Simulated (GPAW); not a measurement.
# K3RbCl4 (ordered alloy, started on the rocksalt lattice) (Pm-3m): G0W0 on several meshes in GPAW

How does the mesh move the gap of K3RbCl4 (ordered alloy, started on the rocksalt lattice) (Pm-3m)?

Program: GPAW 26.7.0. Level of theory: LDA and many-body steps on it, plane waves. Results are calculated unless marked as measured.

Report form: the programs' logs are mostly left out.

The structure was built from a prototype and need not be the compound's stable phase.

## (1) Starting point

Symmetry: Pm-3m, No. 221, cubic system. The conventional cell has a = 6.167 Å, b = 6.167 Å, c = 6.167 Å, α = 90.00°, β = 90.00°, γ = 90.00°. Nearest to K lie 6 Cl at 3.08 Å. Nearest to Cl lie 2 Rb at 3.08 Å and 4 K at 3.08 Å. Nearest to Rb lie 6 Cl at 3.08 Å. Nearest to Cl lie 6 K at 3.08 Å. Farther neighbours and most contacts between anions are not listed.

As a file:

```xyz
8
Lattice="6.1673 0.0000 0.0000 0.0000 6.1673 0.0000 0.0000 0.0000 6.1673" Properties=species:S:1:pos:R:3 pbc="T T T"
K     3.0836    0.0000    0.0000
Cl    0.0000    3.0836    3.0836
K     0.0000    3.0836    0.0000
Cl    3.0836    0.0000    3.0836
K     0.0000    0.0000    3.0836
Cl    3.0836    3.0836    0.0000
Rb    3.0836    3.0836    3.0836
Cl    0.0000    0.0000    0.0000
```

The structure was relaxed with LDA. The structure type comes from a generator and need not be one that this composition takes. The runs that relaxed it are not among those shown.

## (2) Empty states on the mesh, 2×2×2 mesh, 391 bands

This step: GPAW 26.7.0; DFT, LDA, plane waves, PAW.

The sums over transitions need many empty states on a uniform mesh; this step solves for them.

Input file run.py:

```python
import json
import numpy as np
from gpaw.mpi import world
from gpaw import GPAW

calc = GPAW('gs.gpw').fixed_density(kpts={'size': (2, 2, 2), 'gamma': True},
    parallel={'domain': 1, 'band': 1},
    txt='nscf.txt')
calc.diagonalize_full_hamiltonian(nbands=391)
calc.write('full.gpw', mode='all')
res = {}
kpts = calc.get_ibz_k_points()
res['kpts'] = kpts
res['eigenvalues'] = [calc.get_eigenvalues(kpt=k) for k in range(len(kpts))]
res['n_electrons'] = calc.get_number_of_electrons()

if world.rank == 0:
    with open('result.json', 'w') as f:
        json.dump(res, f, default=lambda x: x.tolist())
```

On the command line:

```sh
$ mpirun -n 4 gpaw python run.py
```

Wall time 2 min (4 MPI ranks of Arm Neoverse V1, shared host); peak memory 7.2 GiB; 8 min of CPU time.

This step gave:

```
gap                                                           : 4.956 eV
k of the valence top                                          : 0, 0, 0
k of the conduction bottom                                    : 0, 0, 0
least direct gap                                              : 4.956 eV
k points computed                                             : 4
lowest point of the top converged band, above the valence top : 73.0766 eV
```

On this mesh the gap is 4.956 eV.

## (3) 2×2×2

Now the one-shot GW correction: screening in the RPA, then the self-energy of the levels asked for.

This step: G0W0 on LDA, plane waves, PAW.

Input file run.py:

```python
import json
import numpy as np
from gpaw.mpi import world
from gpaw.response.g0w0 import G0W0

gw = G0W0('full.gpw',
    filename='gw',
    kpts=[0],
    bands=(30, 34),
    ecut=24,
    nbands=62,
    integrate_gamma='WS',
    ppa=True)
gw.calculate()
res = {mode: {k: v for k, v in r.items() if k != 'sigma_eskwn'}
       for mode, r in gw.all_results.items()}

if world.rank == 0:
    with open('result.json', 'w') as f:
        json.dump(res, f, default=lambda x: x.tolist())
```

On the command line:

```sh
$ mpirun -n 4 gpaw python run.py
```

The job ended after 8.2 s (4 MPI ranks; peak memory 1.6 GiB).

Numbers from this step:

* G0W0 gap on the points computed: 8.145 eV
* least direct G0W0 gap on the computed points: 8.145 eV
* Z at the valence top: 0.8300
* Z at the conduction bottom: 0.8839
* starting gap on the mesh: 4.956 eV
* k of the valence top: 0, 0, 0
* k of the conduction bottom: 0, 0, 0

The gap on the mesh goes from 4.96 eV to 8.14 eV, a correction of +3.19 eV.

## (4) Empty states on the mesh, 4×4×4 mesh, 72 bands

This step: DFT, LDA, plane waves, PAW.

Input file run.py:

```python
import json
import numpy as np
from gpaw.mpi import world
from gpaw import GPAW

calc = GPAW('gs.gpw').fixed_density(kpts={'size': (4, 4, 4), 'gamma': True},
    nbands=84,
    convergence={'bands': 72},
    txt='nscf.txt')
calc.write('full.gpw', mode='all')
res = {}
kpts = calc.get_ibz_k_points()
res['kpts'] = kpts
res['eigenvalues'] = [calc.get_eigenvalues(kpt=k) for k in range(len(kpts))]
res['n_electrons'] = calc.get_number_of_electrons()

if world.rank == 0:
    with open('result.json', 'w') as f:
        json.dump(res, f, default=lambda x: x.tolist())
```

On the command line:

```sh
$ mpirun -n 4 gpaw python run.py
```

The job ended after 31 s (4 MPI ranks; peak memory 0.84 GiB).

Numbers from this step:

| Quantity | Value |
| --- | --- |
| gap | 4.956 eV |
| k of the valence top | 0, 0, 0 |
| k of the conduction bottom | 0, 0, 0 |
| least direct gap | 4.956 eV |
| k points computed | 10 |
| lowest point of the top converged band, above the valence top | 14.70 eV |

On this mesh the gap is 4.956 eV.

## (5) 4×4×4

This step: G0W0 on LDA, plane waves, PAW.

Input file run.py:

```python
import json
import numpy as np
from gpaw.mpi import world
from gpaw.response.g0w0 import G0W0

gw = G0W0('full.gpw',
    filename='gw',
    kpts=[0],
    bands=(30, 34),
    ecut=24,
    nbands=62,
    integrate_gamma='WS',
    ppa=True)
gw.calculate()
res = {mode: {k: v for k, v in r.items() if k != 'sigma_eskwn'}
       for mode, r in gw.all_results.items()}

if world.rank == 0:
    with open('result.json', 'w') as f:
        json.dump(res, f, default=lambda x: x.tolist())
```

On the command line:

```sh
$ mpirun -n 4 gpaw python run.py
```

It took 37 s on 4 MPI ranks; peak memory 2.5 GiB.

This step gave:

```yaml
g0w0_gap_on_the_points_computed: 8.120 eV
least_direct_g0w0_gap_on_the_computed_points: 8.120 eV
z_at_the_valence_top: 0.8318
z_at_the_conduction_bottom: 0.8860
starting_gap_on_the_mesh: 4.956 eV
k_of_the_valence_top: 0, 0, 0
k_of_the_conduction_bottom: 0, 0, 0
```

Against G0W0 in GPAW (2×2×2 mesh, 62 bands, screening to 24 eV, Godby-Needs plasmon pole), the gap moves by −0.025 eV.

## (6) The runs together

Times are wall times on 4 MPI ranks of Arm Neoverse V1, shared host, good to a factor of about two.

| run | mesh | bands | screening cutoff (eV) | DFT gap (eV) | gap on the mesh (eV) | direct (eV) | time |
| --- | --- | --- | --- | --- | --- | --- | --- |
| 2×2×2 | 2×2×2 | 62 | 24 | 4.956 | 8.145 | 8.145 | 8.2 s |
| 4×4×4 | 4×4×4 | 62 | 24 | 4.956 | 8.120 | 8.120 | 37 s |

## (7) Summary of results

```yaml
2x2x2: 8.145 eV
4x4x4: 8.120 eV
known_limits: not at the basis limit; no spin-orbit coupling; coarse k mesh
```

**Reading.** 4×4×4: −0.025 eV against 2×2×2. Bands and cutoff are finite, so the gap is not at the basis limit. The miss can reach some tenths of an eV and take either sign; the mesh is an error of its own. These stock PAW sets were not made for GW. In the G0W0 runs levels were corrected at 1 k point alone, so a gap called «on the mesh» is the least over those, and an edge elsewhere would be missed. The 2×2×2 mesh is coarse for this cell, which bears on the long-range parts of exchange and screening. Mesh or cutoff lie under what a gap needs, so these runs test behaviour and cost; their gaps are not to be quoted. The many-body steps are scalar-relativistic: spin-orbit coupling is not in them.

[Paths, hosts, dates, memory and timing lines, banners, echoed tables and standing remarks are left out of the program output.]

[Logs are printed without paths, hosts, clocks, repeated set-up lines and the standing remarks that a program may print on its own settings, such as how far it seeks lower states.]

[Runs of the session that timed out or met a known fault of the program may be left out.]

[Hosts, paths, dates, database ids (printed as entryN), source tags and the programs' standing remarks are cut or masked in the printed files.]
